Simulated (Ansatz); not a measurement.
# BiB (model cell, started as layered BN type): phonons and vibrational spectra

Task: relax BiB (model cell, started as layered BN type), then find its harmonic phonons.

Calculated with Ansatz 0.2.0; DFT LDA, scalar-relativistic, plane waves, PAW.

The structure was built from a prototype and need not be the compound's stable phase.

## 1. The structure

It takes space group P6_3/mmc (No. 194, hexagonal). The conventional cell has a = 4.143 Å, b = 4.143 Å, c = 5.980 Å, α = 90.00°, β = 90.00°, γ = 120.00°. B has 3 Bi at 2.39 Å nearest. Nearest to Bi lie 3 B at 2.39 Å. Farther neighbours are not listed.

## 2. Bringing the structure to rest

Harmonic phonons are second derivatives at a point where the forces vanish, and they are wanted at zero stress, so atoms and cell are relaxed first.

input.yaml reads:

```yaml
crystal:
  lattice:
    - [4.14307, 0.0, 0.0]
    - [-2.07153, 3.588, 0.0]
    - [0.0, 0.0, 5.98]
  atoms:
    - { symbol: B, position: [0.333333, 0.666667, 0.25] }
    - { symbol: B, position: [0.666667, 0.333333, 0.75] }
    - { symbol: Bi, position: [0.666667, 0.333333, 0.25] }
    - { symbol: Bi, position: [0.333333, 0.666667, 0.75] }
kpoints:
  mp_grid: { grid: [12, 12, 8] }
hamiltonian:
  xc: lda
scf:
  occupations: { method: gaussian, width: 0.1 }
output:
  forces: true
  stress: true
  eigenvalues: true
relax:
  adjacent_minimum: "off"
  f_tol: 0.005
  max_steps: 80
  cell: { stress_tol: 0.05 }
```

Launch:

```sh
$ ansatz run input.yaml --threads 4 --pin off --max-ram 7168MiB --backend cpu --events-out ev --progress --plain --runs-dir out
```

Numbers of over 12 decimals in the logs are rounded to 6 here.

What it wrote:

```text
Warning: the atoms were moved onto the symmetric positions of the space group found under crystal.symmetry.tolerance 1.0e-5 (fractional; no operation is sought that the atoms, as they stand in a round, miss by more than twice it, and no atom is moved by as much as it), and the run uses the moved positions. Before a round's move an operation carried an atom to 4.14e-6 Å from where it should land, the largest such dist [...]
Engine: ansatz 0.2.0, x86_64-unknown-linux-gnu
Pseudopotentials: kind: paw
Pseudopotential: B, paw, valence charge 3, recommended cutoff 420 eV (normal), B.paw.azcp
Pseudopotential: Bi, paw, valence charge 15, recommended cutoff 420 eV (normal), Bi.paw.azcp
Functional definition: SPW92
  exchange = slater_x
  correlation = pw_c
Crystal: 4 atoms, lattice volume = 88.895 Å³
Basis set: ecut = 420 eV, 1663 PW (Γ)
Bands: 22, of which v1, the nominal top of the filled ones, is band 18 counted from 1 (17 counted from 0)
Symmetry: 24 space group operations
Space group: P63/mmc (ITA 194), of the structure as read, at distance tolerance 4.5e-5 Å
k-points: 95 of 1152
Non-local potential: B, projectors of the file, l = 0: 2, l = 1: 2, l = 2: 1
Non-local potential: Bi, projectors of the file, l = 0: 2, l = 1: 2, l = 2: 2, l = 3: 2
PAW form: soft (Blöchl's): semilocal exchange-correlation on the pseudo side does not see the compensation charge
PAW frozen core: B, regenerated for the run's functional, and the local potential with it (the file was generated under x = pbe(κ = 0.804, μ = 0.219515), c = pbe(β = 0.066725))
PAW frozen core: Bi, regenerated for the run's functional, and the local potential with it (the file was generated under x = pbe(κ = 0.804, μ = 0.219515), c = pbe(β = 0.066725))
PAW one-centre angular grid: B, 110 points (default); XC on 64 Gauss nodes
PAW one-centre angular grid: Bi, 590 points (default); XC on 64 Gauss nodes
Initial density: superposition of atomic densities (neutral atoms: chi_scale 0, normalization atom), corrected by the library's trained network
Initial wavefunctions: pseudopotential atomic-orbital guess
Functional: x = slater, c = lda
SCF iter   1: F=—  HF=-24466.138768 eV  |F-HF|=—  |Δ(HF+E_count)|=         —  Δρ=7.26e-3  dr2=8.04e-2  ethr=1.77e-3  ⟨swp⟩=5.7  Hψ=10135  notcnv=0
preconditioner: auto → LDOS  [metal: Δε(μ)=0.010 eV  Ē_g=17.369 eV  σ=0.100 eV  W_gap=0.06  n_scr=22 (ndim 8)  ℏωp=23.6 eV  f_vac=0.023  D(μ)=2.61/eV (n_scr^D=22)  β→1.0]
SCF iter   2: F=—  HF=-24466.117155 eV  |F-HF|=—  |Δ(HF+E_count)|=   2.16e-2  Δρ=1.75e-3  dr2=4.17e-3  ethr=2.23e-4  ⟨swp⟩=1.6  Hψ=3012  notcnv=0
SCF iter   3: F=—  HF=-24466.116426 eV  |F-HF|=—  |Δ(HF+E_count)|=   7.29e-4  Δρ=8.13e-4  dr2=5.01e-4  ethr=1.16e-5  ⟨swp⟩=2.0  Hψ=3813  notcnv=0
SCF iter   4: F=—  HF=-24466.116162 eV  |F-HF|=—  |Δ(HF+E_count)|=   2.63e-4  Δρ=1.43e-4  dr2=1.82e-5  ethr=1.39e-6  ⟨swp⟩=2.0  Hψ=3712  notcnv=0
SCF iter   5: F=—  HF=-24466.116174 eV  |F-HF|=—  |Δ(HF+E_count)|=   1.15e-5  Δρ=1.83e-5  dr2=5.00e-7  ethr=5.04e-8  ⟨swp⟩=3.0  Hψ=3920  notcnv=0
SCF iter   6: F=-24466.116174 eV  HF=-24466.116174 eV  |F-HF|=6.25e-9  |Δ(HF+E_count)|=   8.50e-8  Δρ=3.76e-6  dr2=1.92e-8  ethr=2.78e-10  ⟨swp⟩=7.1  Hψ=10811  notcnv=0
SCF 1 converged in 6 iterations: F = -24466.116174 eV  dr2 = 1.92e-8
  greatest PAW one-centre occupation: 0.988 electrons in one spin orbital (limit 2), on the Bi atom at site 3 (counted from 0), in its partial waves of l = 2
relax step   1: F+E_penalty+E_count = -24466.11617383 eV  Δ(F+E_penalty+E_count) = +0.000e0 eV  max|allowed force component| = 8.384e-17 eV/Å  Δτ_max = 0.0000 Å  P = -5.728 GPa  Ω = 88.895 Å³  (6 SCF iters, dr2 threshold 1.00e-7 eV, accepted)
Crystal: 4 atoms, lattice volume = 81.739 Å³
Basis set: ecut = 420 eV, 1603 PW (Γ)
Initial density: handed on by an earlier stage of this run
Initial wavefunctions: those handed on with the density
iter 1 solved again at ethr=2.59e-4 eV; its pass at ethr=3.10e-3 eV (dr2=9.33e-2 eV) is discarded
SCF iter   1: F=—  HF=-24466.357803 eV  |F-HF|=—  |Δ(HF+E_count)|=         —  Δρ=7.82e-3  dr2=9.50e-2  ethr=2.59e-4  ⟨swp⟩=1.0  Hψ=12590  notcnv=0
preconditioner: auto → Kerker (q_TF=auto, 2.380 Å⁻¹)  [metal: Δε(μ)=0.004 eV  Ē_g=17.552 eV  σ=0.100 eV  W_gap=0.02  n_scr=22 (ndim 8)  ℏωp=24.6 eV  f_vac=0.005  D(μ)=2.87/eV (n_scr^D=22)]
SCF iter   2: F=—  HF=-24466.335159 eV  |F-HF|=—  |Δ(HF+E_count)|=   2.26e-2  Δρ=3.29e-3  dr2=1.79e-2  ethr=2.59e-4  ⟨swp⟩=2.0  Hψ=2564  notcnv=0
SCF iter   3: F=—  HF=-24466.330378 eV  |F-HF|=—  |Δ(HF+E_count)|=   4.78e-3  Δρ=8.12e-4  dr2=9.32e-4  ethr=4.97e-5  ⟨swp⟩=2.0  Hψ=2671  notcnv=0
SCF iter   4: F=—  HF=-24466.330275 eV  |F-HF|=—  |Δ(HF+E_count)|=   1.03e-4  Δρ=2.21e-4  dr2=9.00e-5  ethr=2.59e-6  ⟨swp⟩=1.4  Hψ=2303  notcnv=0
SCF iter   5: F=—  HF=-24466.330288 eV  |F-HF|=—  |Δ(HF+E_count)|=   1.30e-5  Δρ=6.38e-5  dr2=5.08e-6  ethr=2.50e-7  ⟨swp⟩=2.4  Hψ=2797  notcnv=0
SCF iter   6: F=-24466.330289 eV  HF=-24466.330289 eV  |F-HF|=1.84e-8  |Δ(HF+E_count)|=   1.18e-6  Δρ=1.39e-5  dr2=1.71e-7  ethr=1.11e-9  ⟨swp⟩=4.7  Hψ=11113  notcnv=0
SCF 2 converged in 6 iterations: F = -24466.330289 eV  dr2 = 1.71e-7
relax step   2: F+E_penalty+E_count = -24466.33028946 eV  Δ(F+E_penalty+E_count) = -2.141e-1 eV  max|allowed force component| = 4.163e-17 eV/Å  Δτ_max = 0.0000 Å  P = -1.087 GPa  Ω = 81.739 Å³  energy of the carried Pulay correction = +3.094e-3 eV  (6 SCF iters, dr2 threshold 4.00e-7 eV, accepted)
Crystal: 4 atoms, lattice volume = 77.852 Å³
Basis set: ecut = 420 eV, 1555 PW (Γ)
iter 1 solved again at ethr=7.42e-5 eV; its pass at ethr=3.10e-3 eV (dr2=2.67e-2 eV) is discarded
SCF iter   1: F=—  HF=-24466.432081 eV  |F-HF|=—  |Δ(HF+E_count)|=         —  Δρ=4.57e-3  dr2=2.67e-2  ethr=7.42e-5  ⟨swp⟩=1.1  Hψ=13962  notcnv=0
preconditioner: auto → Kerker (q_TF=auto, 2.399 Å⁻¹)  [metal: Δε(μ)=0.009 eV  Ē_g=17.807 eV  σ=0.100 eV  W_gap=0.05  n_scr=22 (ndim 8)  ℏωp=25.3 eV  f_vac=0.006  D(μ)=1.79/eV (n_scr^D=8)]
SCF iter   2: F=—  HF=-24466.425837 eV  |F-HF|=—  |Δ(HF+E_count)|=   6.24e-3  Δρ=2.12e-3  dr2=5.55e-3  ethr=7.42e-5  ⟨swp⟩=2.0  Hψ=2460  notcnv=0
SCF iter   3: F=—  HF=-24466.424343 eV  |F-HF|=—  |Δ(HF+E_count)|=   1.49e-3  Δρ=5.08e-4  dr2=2.59e-4  ethr=1.54e-5  ⟨swp⟩=2.0  Hψ=2625  notcnv=0
SCF iter   4: F=—  HF=-24466.424321 eV  |F-HF|=—  |Δ(HF+E_count)|=   2.25e-5  Δρ=1.43e-4  dr2=2.55e-5  ethr=7.19e-7  ⟨swp⟩=2.2  Hψ=2580  notcnv=0
SCF iter   5: F=—  HF=-24466.424320 eV  |F-HF|=—  |Δ(HF+E_count)|=   5.95e-7  Δρ=4.63e-5  dr2=2.93e-6  ethr=7.09e-8  ⟨swp⟩=3.0  Hψ=4088  notcnv=0
SCF iter   6: F=-24466.424321 eV  HF=-24466.424321 eV  |F-HF|=2.39e-8  |Δ(HF+E_count)|=   4.84e-7  Δρ=1.24e-5  dr2=1.58e-7  ethr=1.11e-9  ⟨swp⟩=6.4  Hψ=10440  notcnv=0
SCF 3 converged in 6 iterations: F = -24466.424321 eV  dr2 = 1.58e-7
relax step   3: F+E_penalty+E_count = -24466.42432064 eV  Δ(F+E_penalty+E_count) = -9.403e-2 eV  max|allowed force component| = 9.310e-17 eV/Å  Δτ_max = 0.0000 Å  P = +2.459 GPa  Ω = 77.852 Å³  energy of the carried Pulay correction = +4.866e-3 eV  (6 SCF iters, dr2 threshold 4.00e-7 eV, accepted)
[...]
relax step   4: F+E_penalty+E_count = -24466.43397905 eV  Δ(F+E_penalty+E_count) = -9.658e-3 eV  max|allowed force component| = 1.411e-16 eV/Å  Δτ_max = 0.0000 Å  P = +2.790 GPa  Ω = 77.524 Å³  energy of the carried Pulay correction = +4.994e-3 eV  (5 SCF iters, dr2 threshold 4.00e-7 eV, accepted)
[...]
relax step   5: F+E_penalty+E_count = -24466.45856714 eV  Δ(F+E_penalty+E_count) = -2.459e-2 eV  max|allowed force component| = 4.163e-17 eV/Å  Δτ_max = 0.0000 Å  P = +0.121 GPa  Ω = 79.904 Å³  energy of the carried Pulay correction = +3.882e-3 eV  (6 SCF iters, dr2 threshold 4.00e-7 eV, accepted)
[...]
relax step   6: F+E_penalty+E_count = -24466.45862621 eV  Δ(F+E_penalty+E_count) = -5.906e-5 eV  max|allowed force component| = 1.099e-16 eV/Å  Δτ_max = 0.0000 Å  P = +0.010 GPa  Ω = 80.015 Å³  energy of the carried Pulay correction = +3.830e-3 eV  (4 SCF iters, dr2 threshold 9.13e-8 eV, accepted)
[...]
relax step   7: F+E_penalty+E_count = -24466.45654503 eV  Δ(F+E_penalty+E_count) = +2.081e-3 eV  max|allowed force component| = 5.667e-17 eV/Å  Δτ_max = 0.0000 Å  P = -0.016 GPa  Ω = 80.015 Å³  stress off target by 8.64e-2 GPa  SCF on the basis re-selected at this cell (its energy is not comparable with the rows above)  (5 SCF iters)
[...]
relax step   8: F+E_penalty+E_count = -24466.45656600 eV  Δ(F+E_penalty+E_count) = -2.097e-5 eV  max|allowed force component| = 9.483e-17 eV/Å  Δτ_max = 0.0000 Å  P = -0.002 GPa  Ω = 80.001 Å³  energy of the carried Pulay correction = +4.567e-6 eV  (3 SCF iters, dr2 threshold 1.87e-8 eV, accepted)
iter 1 solved again at ethr=4.83e-8 eV; its pass at ethr=3.10e-3 eV (dr2=1.74e-5 eV) is discarded
SCF iter   1: F=—  HF=-24466.456561 eV  |F-HF|=—  |Δ(HF+E_count)|=         —  Δρ=2.08e-6  dr2=1.64e-9  ethr=4.83e-8  ⟨swp⟩=3.4  Hψ=16504  notcnv=0
eigensolver tolerance schedule: the retry pair's looser diagonalisation over-reported the residual by 10591.98 of it (diagonalisation noise at 0.20 of the residual, at the tolerance the schedule requests for it); recorded, not acted on — ethr = c·dr2/N_el stays at c = 1.0e-1
SCF iter   2: F=—  HF=-24466.456551 eV  |F-HF|=—  |Δ(HF+E_count)|=   9.86e-6  Δρ=9.85e-7  dr2=4.57e-10  ethr=4.56e-12  ⟨swp⟩=3.4  Hψ=5609  notcnv=0
SCF iter   3: F=-24466.456551 eV  HF=-24466.456551 eV  |F-HF|=7.28e-12  |Δ(HF+E_count)|=  2.58e-10  Δρ=1.66e-7  dr2=2.89e-11  ethr=1.00e-12  ⟨swp⟩=5.0  Hψ=11508  notcnv=0
SCF 9 converged in 3 iterations: F = -24466.456551 eV  dr2 = 2.89e-11
relax step   9: F+E_penalty+E_count = -24466.45655128 eV  Δ(F+E_penalty+E_count) = +1.473e-5 eV  max|allowed force component| = 9.368e-17 eV/Å  Δτ_max = 0.0000 Å  P = -0.002 GPa  Ω = 80.001 Å³  stress off target by 2.98e-3 GPa  SCF on the basis re-selected at this cell (its energy is not comparable with the rows above)  (3 SCF iters)
basis re-selected at this cell: Δ(F+E_penalty+E_count) = +1.473e-5 eV, ΔP = +0.000 GPa vs the last step (what re-selecting the basis moved, of the pressure what is left beyond the Pulay correction that the steps carried, after the strain that the cell walked since its last selection, with what the two solves' SCF thresholds leave and, on support functions, any second-order correction that the steps lacked; it is no m [...]
SCF converged after 3 iterations
Free energy (F): -24466.456551 eV
Harris-Foulkes:  -24466.456551 eV  (|F-HF|=7.28e-12)
Internal energy: -24466.448487 eV  (E = F + TS)
E sigma→0 (E₀):  -24466.452519 eV
Entropy (-TS):   -0.008064 eV (-2.016 meV/atom)
Fermi energy:    10.353568 eV
--- Per-component energies (eV) ---
  E_band       = -170.735816
  E_kinetic    = 695.954935
  E_local      = -3072.977314  (includes V_loc(G=0)·N_el)
  E_nonlocal   = 1156.137630
  E_hartree    = 999.326784
  E_xc         = -361.448463
  E_vxc        = -361.152558  (∫ρ·V_xc dr)
  E_paw        = -20853.170424  (= ΣΔE_a)
  E_vpaw       = -587.350758  (= ΣTr[D̂ρ^β])
  E_aug_tail   = -0.001072  (compensation charges beyond the density's cutoff)
  E_ewald      = -3030.352462
  E_core_change = 0.081899  (= ΣΔE_core)
  E_smearing   = -0.008064  (= −TS)
  E_closure    = 0.000000  (closes the sum)
  Σ components = -24466.456551   (vs F -24466.456551, Δ=0.00e0)
--- Forces (eV/Å), atoms counted from 1 ---
  atom   1  B     -0.00000000    -0.00000000     0.00000000
  atom   2  B      0.00000000     0.00000000     0.00000000
  atom   3  Bi     0.00000000     0.00000000     0.00000000
  atom   4  Bi    -0.00000000    -0.00000000     0.00000000
  max |Σ_I F_I| component: 1.39e-17 eV/Å
--- Stress (GPa, compression-positive) ---
       -0.001511       0.000000       0.000000
        0.000000      -0.001511       0.000000
        0.000000       0.000000      -0.002978
  P = ⅓ Tr σ = -0.0020 GPa (-0.020 kbar)
--- Band table (eV; the first three rows and the last of 95) ---
  k-point 0: bands = [... 14 lower, 7.7698, 7.7698, 10.3863, 10.3863, 10.7905, 11.1431, 12.4761, 12.4761]
  k-point 1: bands = [... 14 lower, 7.8461, 7.8461, 9.9603, 10.2522, 10.2522, 12.0385, 12.5325, 12.5325]
  k-point 2: bands = [... 14 lower, 8.0702, 8.0702, 9.0957, 9.8897, 9.8897, 12.6880, 12.7205, 12.7205]
  k-point 94: bands = [... 14 lower, 5.8728, 5.8728, 11.4996, 11.4996, 12.5474, 12.5474, 13.8396, 13.8396]
--- Relaxed structure (7 steps of the walk, 7 accepted, 2 SCFs on fresh bases) ---
  F+E_penalty+E_count = -24466.45655128 eV   max|allowed force component| = 9.368e-17 eV/Å   (the final SCF, on the basis selected at the relaxed cell)
  cell:  # Å, volume = 80.0013 Å³
    - [4.164338, -2.901571574827268e-6, 0.0]
    - [-2.082166, 3.606424, 0.0]
    - [0.0, 0.0, 5.326902]
  atoms:
    - { symbol: B, position: [0.333333, 0.666667, 0.25] }
    - { symbol: B, position: [0.666667, 0.333333, 0.75] }
    - { symbol: Bi, position: [0.666667, 0.333333, 0.25] }
    - { symbol: Bi, position: [0.333333, 0.666667, 0.75] }
```

Elapsed: 11 s, on 4 threads of Intel Xeon 6975P-C (Granite Rapids), shared host; peak memory 0.68 GiB.

Relaxation path:

```
step  energy less that of the first step (eV)  largest force component (eV/Å)  pressure (GPa)  volume (Å³)
   1                                   0.0000                          0.0000           -5.73        88.89
   2                                  -0.2141                          0.0000           -1.09        81.74
   3                                  -0.3081                          0.0000            2.46        77.85
   4                                  -0.3178                          0.0000            2.79        77.52
   5                                  -0.3424                          0.0000            0.12        79.90
   6                                  -0.3425                          0.0000            0.01        80.02
  7*                                  -0.3404                          0.0000           -0.02        80.02
   8                                  -0.3404                          0.0000            0.00        80.00
  9*                                  -0.3404                          0.0000            0.00        80.00
```

Relaxation steps marked * repeat the geometry before them on a plane-wave basis chosen anew for their cell, so energy and pressure can jump there.

The run keeps the 24 symmetry operations that it works with, so distortions that break them were not tested.

```
conventional cell, symmetrised  before  after   change
                         a (Å)   4.143  4.164   +0.5 %
                         b (Å)   4.143  4.164   +0.5 %
                         c (Å)   5.980  5.327  -10.9 %
              volume (Å³/atom)   22.22  20.00  -10.0 %
```

Final coordinates:

```xyz
4
Lattice="4.1643 0.0000 0.0000 -2.0822 3.6064 0.0000 0.0000 0.0000 5.3269" Properties=species:S:1:pos:R:3 pbc="T T T"
B     0.0000    2.4043    1.3317
B     2.0822    1.2021    3.9952
Bi    2.0822    1.2021    1.3317
Bi    0.0000    2.4043    3.9952
```

This step gave:

- pressure: -0.002000 GPa
- volume per atom: 20.00 Å³
- gap on the k-mesh: 0 eV

In this step the volume went from 22.22 to 20.00 Å³/atom.

## 3. Relaxation

The relaxation is repeated from its end on the same settings, as a check that it has come to rest.

input.yaml, the sections that differ from step 2:

```yaml
crystal:
  lattice:
    - [4.16433777, -2.9016e-06, 0.0]
    - [-2.0821663722, 3.6064237496, 0.0]
    - [0.0, 0.0, 5.3269016017]
  atoms:
    - { symbol: B, position: [0.3333333333, 0.6666666667, 0.25] }
    - { symbol: B, position: [0.6666666667, 0.3333333333, 0.75] }
    - { symbol: Bi, position: [0.6666666667, 0.3333333333, 0.25] }
    - { symbol: Bi, position: [0.3333333333, 0.6666666667, 0.75] }
output:
  forces: true
  stress: true
  eigenvalues: true
  write_density: true
  write_potential: true
  elf: true
  volumetric_format: npy
# kpoints, hamiltonian, scf, relax: as in step 2
```

What it wrote:

```text
[...]
Crystal: 4 atoms, lattice volume = 80.001 Å³
Basis set: ecut = 420 eV, 1535 PW (Γ)
Bands: 22, of which v1, the nominal top of the filled ones, is band 18 counted from 1 (17 counted from 0)
Symmetry: 24 space group operations
[...]
k-points: 95 of 1152
[...]
--- Relaxed structure (1 steps of the walk, 1 accepted, 1 SCFs on fresh bases) ---
[...]
cell:  # Å, volume = 80.0013 Å³
    - [4.164338, -2.9015657564481607e-6, 0.0]
    - [-2.082166, 3.606424, 0.0]
    - [0.0, 0.0, 5.3269016017]
  atoms:
    - { symbol: B, position: [0.333333, 0.666667, 0.250000] }
    - { symbol: B, position: [0.666667, 0.333333, 0.750000] }
    - { symbol: Bi, position: [0.666667, 0.333333, 0.250000] }
    - { symbol: Bi, position: [0.333333, 0.666667, 0.750000] }
[key lines of the parts left out:]
SCF converged after 4 iterations
Free energy (F): -24466.456551 eV
Fermi energy:    10.353568 eV
P = ⅓ Tr σ = -0.0020 GPa (-0.020 kbar)
```

The job ended after 2.6 s (4 threads; peak memory 0.66 GiB; 9.5 s of CPU time).

Little changed from the start: no atom moved by 0.005 Å and no cell edge by 0.1 %.

Numbers from this step:

| Property | Result |
| --- | --- |
| pressure | -0.002015 GPa |

In this step the volume went from 20.00 to 20.00 Å³/atom.

## 4. Relaxing to small forces for the phonons

Phonons need a cell at rest on their own settings, so the relaxation is repeated with tight tolerances on forces and stress on the k mesh and occupations of the first response run.

input.yaml, the sections that differ from step 3:

```yaml
scf:
  occupations: { method: methfessel_paxton, width: 0.2 }
output:
  forces: true
  stress: true
  eigenvalues: true
relax:
  adjacent_minimum: "off"
  f_tol: 0.001
  max_steps: 60
  cell: { stress_tol: 0.01 }
# crystal, kpoints, hamiltonian: as in step 3
```

What it wrote:

```text
[...]
Crystal: 4 atoms, lattice volume = 80.001 Å³
Basis set: ecut = 420 eV, 1535 PW (Γ)
Bands: 22, of which v1, the nominal top of the filled ones, is band 18 counted from 1 (17 counted from 0)
Symmetry: 24 space group operations
[...]
k-points: 95 of 1152
[...]
--- Relaxed structure (3 steps of the walk, 3 accepted, 1 SCFs on fresh bases) ---
[...]
cell:  # Å, volume = 80.0160 Å³
    - [4.162480, -2.9002714231315957e-6, 0]
    - [-2.081238, 3.604815, 0]
    - [0, 0, 5.332637]
  atoms:
    - { symbol: B, position: [0.333333, 0.666667, 0.250000] }
    - { symbol: B, position: [0.666667, 0.333333, 0.75] }
    - { symbol: Bi, position: [0.666667, 0.333333, 0.250000] }
    - { symbol: Bi, position: [0.333333, 0.666667, 0.75] }
[key lines of the parts left out:]
SCF converged after 5 iterations
Free energy (F): -24466.452024 eV
Fermi energy:    10.358807 eV
P = ⅓ Tr σ = -0.0046 GPa (-0.046 kbar)
```

Run time: 4.6 s. Hardware: 4 threads; peak memory 0.66 GiB.

Relaxation path:

```
step  energy less that of the first step (eV)  largest force component (eV/Å)  pressure (GPa)  volume (Å³)
   1                                   0.0000                          0.0000            0.01        80.00
   2                                   0.0000                          0.0000           -0.05        80.07
   3                                   0.0000                          0.0000            0.00        80.02
  4*                                   0.0000                          0.0000            0.00        80.02
```

Relaxation steps marked * repeat the geometry before them on a plane-wave basis chosen anew for their cell, so energy and pressure can jump there.

Forces are held to the 24 operations that the run works with; a distortion that breaks them can't arise in this run.

```
conventional cell, symmetrised  before  after  change
                         a (Å)   4.164  4.162  -0.0 %
                         b (Å)   4.164  4.162  -0.0 %
                         c (Å)   5.327  5.333  +0.1 %
              volume (Å³/atom)   20.00  20.00  +0.0 %
```

The relaxed structure:

```xyz
4
Lattice="4.1625 0.0000 0.0000 -2.0812 3.6048 0.0000 0.0000 0.0000 5.3326" Properties=species:S:1:pos:R:3 pbc="T T T"
B     0.0000    2.4032    1.3332
B     2.0812    1.2016    3.9995
Bi    2.0812    1.2016    1.3332
Bi    0.0000    2.4032    3.9995
```

Numbers from this step:

```
pressure : -0.004634 GPa
```

The forces vanish by symmetry and the pressure is -0.005 GPa, within the tolerances set. The cell now holds 20.00 Å³/atom.

(Part 1 of 3 ends here.)

[Logs are printed without paths, hosts, clocks, repeated set-up lines and the standing remarks that a program may print on its own settings, such as how far it seeks lower states.]

[Hosts, paths, dates, database ids (printed as entryN), source tags and the programs' standing remarks are cut or masked in the printed files.]
